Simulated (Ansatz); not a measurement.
# V_N-V_Al in AlN (F-43m): charge-transition levels and formation energies, part 2 of 3

Wanted: the transition levels of a complex in AlN (F-43m), from a cell of 54 host atoms with 1 N and 1 Al taken out.

Ansatz; place-levels on r2SCAN runs: charge-transition levels and formation energies with image-charge correction and potential alignment at the atomic sites; PAW set soft_1.

So far: Set-up; Charge states.

## Step 3: Levels against the band edges, r2SCAN

A charged cell interacts with its images and the background, and its potential has another zero than the host's. place-levels removes the first by a point-charge model, screened by the static dielectric constant since the ions have relaxed around the charge, and the second by comparing potentials at atoms far from the defect.

The host is a run of the defect-free crystal in the same cutoffs, grids and k-points, so that basis and sampling errors cancel in part in the differences. The host is run in a cell of 2 atoms on a matching mesh. Its band edges are searched through the zone by a band path, so the gap is smaller than, or equal to, that on the mesh. Chemical potentials are energies per atom of N (N2 molecule) and Al (fcc), run with the same functional and cutoff.

Input file levels.point.yaml:

```yaml
host:
  run: host.point.run
states: [qm2.point.run, qm2_M2.point.run, qm1_M1.point.run, q0.point.run, q0_M2.point.run, qp1_M1.point.run, qp2.point.run, qp2_M2.point.run]
geometry_from:
  qm2.point.run: qm2.relax.run
  qm2_M2.point.run: qm2_M2.relax.run
  qm1_M1.point.run: qm1_M1.relax.run
  q0.point.run: q0.relax.run
  q0_M2.point.run: q0_M2.relax.run
  qp1_M1.point.run: qp1_M1.relax.run
  qp2.point.run: qp2.relax.run
  qp2_M2.point.run: qp2_M2.relax.run
  host.point.run: host.relax.run
chemical_potentials:
  "N":
    energy: -384.814403
    dataset: "<sha256 of the dataset>"
  Al:
    energy: -540.418346
    dataset: <sha256 of the dataset>
epsilon: 4.64
static_epsilon: 8.51
vertical:
  - { from: qm2.point.run, to: qm2.point_neutral.run }
  - { from: qm2_M2.point.run, to: qm2_M2.point_neutral.run }
  - { from: qm1_M1.point.run, to: qm1_M1.point_neutral.run }
  - { from: qp1_M1.point.run, to: qp1_M1.point_neutral.run }
  - { from: qp2.point.run, to: qp2.point_neutral.run }
  - { from: qp2_M2.point.run, to: qp2_M2.point_neutral.run }
```

Launch:

```sh
$ ansatz place-levels levels.point.yaml -- --threads 4 --pin off --max-ram 7536MiB
```

Log:

```text
[... repeated set-up lines and file paths are left out, and long positions are rounded to six places ...]
(+2/+1) 0.705 eV above the valence edge, 3.214 eV under the conduction edge
(+1/0) 1.397 eV above the valence edge, 2.522 eV under the conduction edge
(0/-1) 1.872 eV above the valence edge, 2.046 eV under the conduction edge
(-1/-2) 2.453 eV above the valence edge, 1.466 eV under the conduction edge
formation energy of charge +2: +9.250 eV with the Fermi level at the valence edge
formation energy of charge +1: +9.955 eV with the Fermi level at the valence edge
formation energy of charge 0: +11.351 eV with the Fermi level at the valence edge
formation energy of charge -1: +13.224 eV with the Fermi level at the valence edge
formation energy of charge -2: +15.676 eV with the Fermi level at the valence edge
vertical -2 to 0: no energy, since no alignment is typed
  the change from vertical[0].from (qm2.point.run) to vertical[0].to (qm2.point_neutral.run): by its potential at epsilon 4.64 it stands at 0.407 0.407 0.703, with an rms radius of about 2.2 Å (1.3 1.3 1.4 Å across the planes of the cell's vectors); [...]
vertical -2 to 0: no energy, since no alignment is typed
  the change from vertical[1].from (qm2_M2.point.run) to vertical[1].to (qm2_M2.point_neutral.run): by its potential at epsilon 4.64 it stands at 0.463 0.456 0.567, with an rms radius of about 2.8 Å (1.2 1.5 2.1 Å across the planes of the cell's vectors); [...]
vertical -1 to 0: no energy, since no alignment is typed
  the change from vertical[2].from (qm1_M1.point.run) to vertical[2].to (qm1_M1.point_neutral.run): by its potential at epsilon 4.64 it stands at 0.411 0.438 0.626, with an rms radius of about 2.4 Å (1.4 0.9 1.8 Å across the planes of the cell's vectors); [...]
vertical +1 to 0: no energy, since no alignment is typed
  the change from vertical[3].from (qp1_M1.point.run) to vertical[3].to (qp1_M1.point_neutral.run): by its potential at epsilon 4.64 it stands at 0.385 0.382 0.737, with an rms radius of about 1.6 Å (1.1 1.1 0.0 Å across the planes of the cell's vectors); [...]
vertical +2 to 0: no energy, since no alignment is typed
  the change from vertical[4].from (qp2.point.run) to vertical[4].to (qp2.point_neutral.run): by its potential at epsilon 4.64 it stands at 0.394 0.395 0.737, with an rms radius of about 2.1 Å (1.3 1.6 0.4 Å across the planes of the cell's vectors); [...]
vertical +2 to 0: no energy, since no alignment is typed
  the change from vertical[5].from (qp2_M2.point.run) to vertical[5].to (qp2_M2.point_neutral.run): by its potential at epsilon 4.64 it stands at 0.380 0.380 0.737, with an rms radius of about 1.8 Å (1.2 1.2 0.2 Å across the planes of the cell's vectors); [...]
  edges by r2scan, gap 3.918 eV; the host is sampled to repeats of 18.54 Å
  the defect's cells are sampled to repeats of 18.54 Å, like sampling
  charge +2: -24146.7528 eV with its correction of +0.057 eV, at epsilon 8.51, aligned at sites: -0.5635 eV, mean over 16 atomic sites at or beyond 4.63 Å from the defect at [0.3750, 0.3750, 0.5417], with +0.000000 for the charge's moments and without [...]
  charge +1: -24139.3476 eV with its correction of -0.238 eV, at epsilon 8.51, aligned at sites: -0.5338 eV, mean over 16 atomic sites at or beyond 4.63 Å from the defect at [0.3750, 0.3750, 0.5417], with -0.000000 for the charge's moments and without [...]
  charge 0: +0.000 eV for its dipole among its images, +2.353 omitted
  charge -1: -24122.6772 eV with its correction of +0.800 eV, at epsilon 8.51, aligned at sites: -0.5036 eV, mean over 16 atomic sites at or beyond 4.63 Å from the defect at [0.3750, 0.3750, 0.5417], with -0.000000 for the charge's moments and without [...]
  charge -2: -24113.5240 eV with its correction of +2.135 eV, at epsilon 8.51, aligned at sites: -0.4756 eV, mean over 16 atomic sites at or beyond 4.63 Å from the defect at [0.3750, 0.3750, 0.5417], with -0.000000 for the charge's moments and without [...]
  charge +2: states[6] (qp2.point.run) stands 0.553 eV higher, with a moment of 0.00 μB against 2.00
  charge 0: states[4] (q0_M2.point.run) stands 0.003 eV higher, with a moment of 2.00 μB against 0.00
  charge -2: states[1] (qm2_M2.point.run) stands 2.420 eV higher, with a moment of 2.00 μB against 0.00
  of states[7] (qp2_M2.point.run): it parts from the run that its charge is read beside by 2 carriers, of which the mean alone is read, by its potential at epsilon 4.64, taken for that of held ions (one typed too small widens it): that is narrow, but one of [...]
  of states[5] (qp1_M1.point.run): the far atoms show a dipole or second moment of the defect's charge, for which the correction takes or leaves out 0.447 eV: further moments aren't read, and the relaxed atoms' own pattern can pass for one, so compare a [...]
  of states[3] (q0.point.run): the far atoms show a dipole or second moment of the defect's charge, for which the correction takes or leaves out 2.353 eV: further moments aren't read, and the relaxed atoms' own pattern can pass for one, so compare a larger [...]
  of states[2] (qm1_M1.point.run): it parts from the run at its places by a charge that spreads by about 1.8 Å along one vector (1.3 Å or more is wide), by its potential at epsilon 4.64, taken for that of held ions (one typed too small widens it), where the [...]
  of states[0] (qm2.point.run): it parts from the run at its places by a charge that spreads by about 1.4 Å along one vector (1.3 Å or more is wide), by its potential at epsilon 4.64, taken for that of held ions (one typed too small widens it), where the cell [...]
  of states[6] (qp2.point.run): it parts from the run at its places by a charge that spreads by about 1.6 Å along one vector (1.3 Å or more is wide), by its potential at epsilon 4.64, taken for that of held ions (one typed too small widens it), where the cell [...]
  of states[4] (q0_M2.point.run): the far atoms show a dipole or second moment of the defect's charge, for which the correction takes or leaves out 0.212 eV: further moments aren't read, and the relaxed atoms' own pattern can pass for one, so compare a larger [...]
  of states[1] (qm2_M2.point.run): it parts from the run at its places by a charge that spreads by about 2.1 Å along one vector (1.3 Å or more is wide), by its potential at epsilon 4.64, taken for that of held ions (one typed too small widens it), where the [...]
  of vertical[0].from (qm2.point.run): its displacements don't fall off away from the defect: farther atoms stand 0.016 Å off the host's places. [...]
  vertical[0].to (qm2.point_neutral.run): levels filled in part (TS 0.016 eV): its energy is of no whole electron's
  of vertical[0].to (qm2.point_neutral.run): its displacements don't fall off away from the defect: farther atoms stand 0.016 Å off the host's places. [...]
  of vertical[1].from (qm2_M2.point.run): its moments are held at its close (magnetization.spin_locking), by a field of 1.027 eV a Bohr magneton, and its energy and levels are of the state that this holds: a run that lets them go can end lower; [...]
  vertical[1].to (qm2_M2.point_neutral.run): levels filled in part (TS 0.003 eV): its energy is of no whole electron's
  of vertical[2].from (qm1_M1.point.run): its displacements don't fall off away from the defect: farther atoms stand 0.011 Å off the host's places. [...]
  vertical[2].to (qm1_M1.point_neutral.run): levels filled in part (TS 0.012 eV): its energy is of no whole electron's
  of vertical[2].to (qm1_M1.point_neutral.run): its displacements don't fall off away from the defect: farther atoms stand 0.011 Å off the host's places. [...]
  of vertical[3].from (qp1_M1.point.run): stability_check_not_made
  vertical[3].to (qp1_M1.point_neutral.run): levels filled in part (TS 0.012 eV): its energy is of no whole electron's
  of vertical[4].from (qp2.point.run): its displacements don't fall off away from the defect: farther atoms stand 0.021 Å off the host's places. [...]
  of vertical[4].to (qp2.point_neutral.run): its displacements don't fall off away from the defect: farther atoms stand 0.021 Å off the host's places. [...]
  of vertical[5].from (qp2_M2.point.run): its displacements don't fall off away from the defect: farther atoms stand 0.01 Å off the host's places. [...]
  of vertical[5].to (qp2_M2.point_neutral.run): its displacements don't fall off away from the defect: farther atoms stand 0.01 Å off the host's places. [...]
```

It took 1.2 s on 4 threads of Arm Neoverse N1, shared host.

Under r2SCAN the gap is 3.92 eV, (+2/+1) 0.70, (+1/0) 1.40, (0/−1) 1.87, (−1/−2) 2.45 eV.

Levels between the charges placed, in eV above the valence top:

```csv
,gap (eV),(+2/+1),(+1/0),(0/−1),(−1/−2)
r2SCAN,3.92,0.70,1.40,1.87,2.45
```

Corrections by state:

```csv
charge,moment (μB),image terms and alignment (eV),band filling (eV),ε used,"over the lowest of its charge, as the program ranks them, band filling apart (eV)"
+2,2.0,0.057,-,8.51,0.000
+1,1.0,-0.238,-,8.51,0.000
0,0.0,0.000,-,-,0.000
−1,1.0,0.800,-,8.51,0.000
−2,0.0,2.135,-,8.51,0.000
+2,0.0,-0.031,-,8.51,0.553
0,2.0,0.000,-,-,0.003
−2,2.0,2.055,-,8.51,2.420
```

The charged structures listed were also run neutral, and place-levels reads from each pair, by the potential or the spins, how wide the charge is by which they differ; that can be the carrier of either run.

```csv
charge,rms radius (Å),spread where it is widest against the cell (Å),wide from (Å),reading
+2,1.8,1.24,1.31,narrow
+1,1.6,1.13,1.31,narrow
−1,2.4,1.79,1.31,wide
−2,2.2,1.36,1.31,wide
```

The neutral runs of these pairs need not share the spin of the lowest neutral state, and very wide values only mean spread over the cell.

From the program's caveats on the states, each cut to its opening words:

- charge +2 (2 μB): it parts from the run that its charge is read beside by 2 carriers, of which the mean alone is read, by its potential at epsilon 4.64, taken for that of held [...]
- charge +2 (2 μB): its alignment with the host at atomic sites is doubtful: the mean over the far sites moves by -0.0603 eV from their farther parts to their nearer, more than [...]
- charge +2 (2 μB): its displacements don't fall off away from the defect: farther atoms stand 0.01 Å off the host's places
- charge +2 (2 μB), +1 (1 μB), −1 (1 μB), 0 (2 μB), −2 (2 μB): flagged: stability check not made
- charge +1 (1 μB): the far atoms show a dipole or second moment of the defect's charge, for which the correction takes or leaves out 0.447 eV: further moments aren't read, and [...]
- charge 0: the far atoms show a dipole or second moment of the defect's charge, for which the correction takes or leaves out 2.353 eV: further moments aren't read, and [...]
- charge 0: its displacements don't fall off away from the defect: farther atoms stand 0.023 Å off the host's places
- charge −1 (1 μB): it parts from the run at its places by a charge that spreads by about 1.8 Å along one vector (1.3 Å or more is wide), by its potential at epsilon 4.64, taken [...]
- charge −1 (1 μB): the host's ions (past the first shell or, of a walk that freed a part, those that it held) aren't shown at rest: they stand up to 0.060 Å off their sites, 0.81 [...]
- charge −1 (1 μB): the far atoms show a dipole or second moment of the defect's charge, for which the correction takes or leaves out 0.406 eV: further moments aren't read, and [...]
- charge −1 (1 μB): its displacements don't fall off away from the defect: farther atoms stand 0.011 Å off the host's places
- charge −2: it parts from the run at its places by a charge that spreads by about 1.4 Å along one vector (1.3 Å or more is wide), by its potential at epsilon 4.64, taken [...]
- charge −2: its alignment with the host at atomic sites is doubtful: the mean over the far sites moves by +0.0551 eV from their farther parts to their nearer, more than [...]
- charge −2: the far atoms show a dipole or second moment of the defect's charge, for which the correction takes or leaves out 1.074 eV: further moments aren't read, and [...]

The host's formation energy from the elements is -1.603 eV per atom; it sets how far the chemical potentials can move.

Limit set by the element alone; other compounds of these elements are not counted. Chemical potentials from the elements' reference states: Al 0.00 eV, N -3.21 eV. Formation energy by charge state (Al-rich; gap 3.92 eV):

```csv
charge,at valence top (eV),at conduction bottom (eV),correction included (eV)
+2,6.04,13.88,0.06
+1,6.75,10.67,-0.24
0,8.15,8.15,0.00
−1,10.02,6.10,0.80
−2,12.47,4.63,2.13
```

| Fermi level (eV) | lowest formation energy (eV) |
| --- | --- |
| 0.00 | 6.04 |
| 0.36 | 6.76 |
| 0.71 | 7.46 |
| 1.07 | 7.82 |
| 1.42 | 8.15 |
| 1.78 | 8.15 |
| 2.14 | 7.88 |
| 2.49 | 7.48 |
| 2.85 | 6.77 |
| 3.21 | 6.06 |
| 3.56 | 5.35 |
| 3.92 | 4.63 |

Limit set by the element alone; other compounds of these elements are not counted. Chemical potentials from the elements' reference states: N 0.00 eV, Al -3.21 eV. Formation energy by charge state (N-rich; gap 3.92 eV):

```csv
charge,at valence top (eV),at conduction bottom (eV),correction included (eV)
+2,6.04,13.88,0.06
+1,6.75,10.67,-0.24
0,8.15,8.15,0.00
−1,10.02,6.10,0.80
−2,12.47,4.63,2.13
```

(Fermi level (eV), lowest formation energy (eV)): (0.00, 6.04), (0.36, 6.76), (0.71, 7.46), (1.07, 7.82), (1.42, 8.15), (1.78, 8.15), (2.14, 7.88), (2.49, 7.48), (2.85, 6.77), (3.21, 6.06), (3.56, 5.35), (3.92, 4.63)

[end of part 2 of 3]

[Logs are printed without paths, hosts, clocks, repeated set-up lines and the standing remarks that a program may print on its own settings, such as how far it seeks lower states.]

[Hosts, paths, dates, database ids (printed as entryN), source tags and the programs' standing remarks are cut or masked in the printed files.]

[Where a table of states has a column of steps, it counts the stored structures, which are thinned; the runs took as many ionic steps or more.]

[A defect's name tells the site on which it was built; relaxed atoms can leave that site.]

[For some hosts the program warned that the k-mesh of the response run may be too coarse for force constants and the static dielectric constant; such warnings are not shown here.]
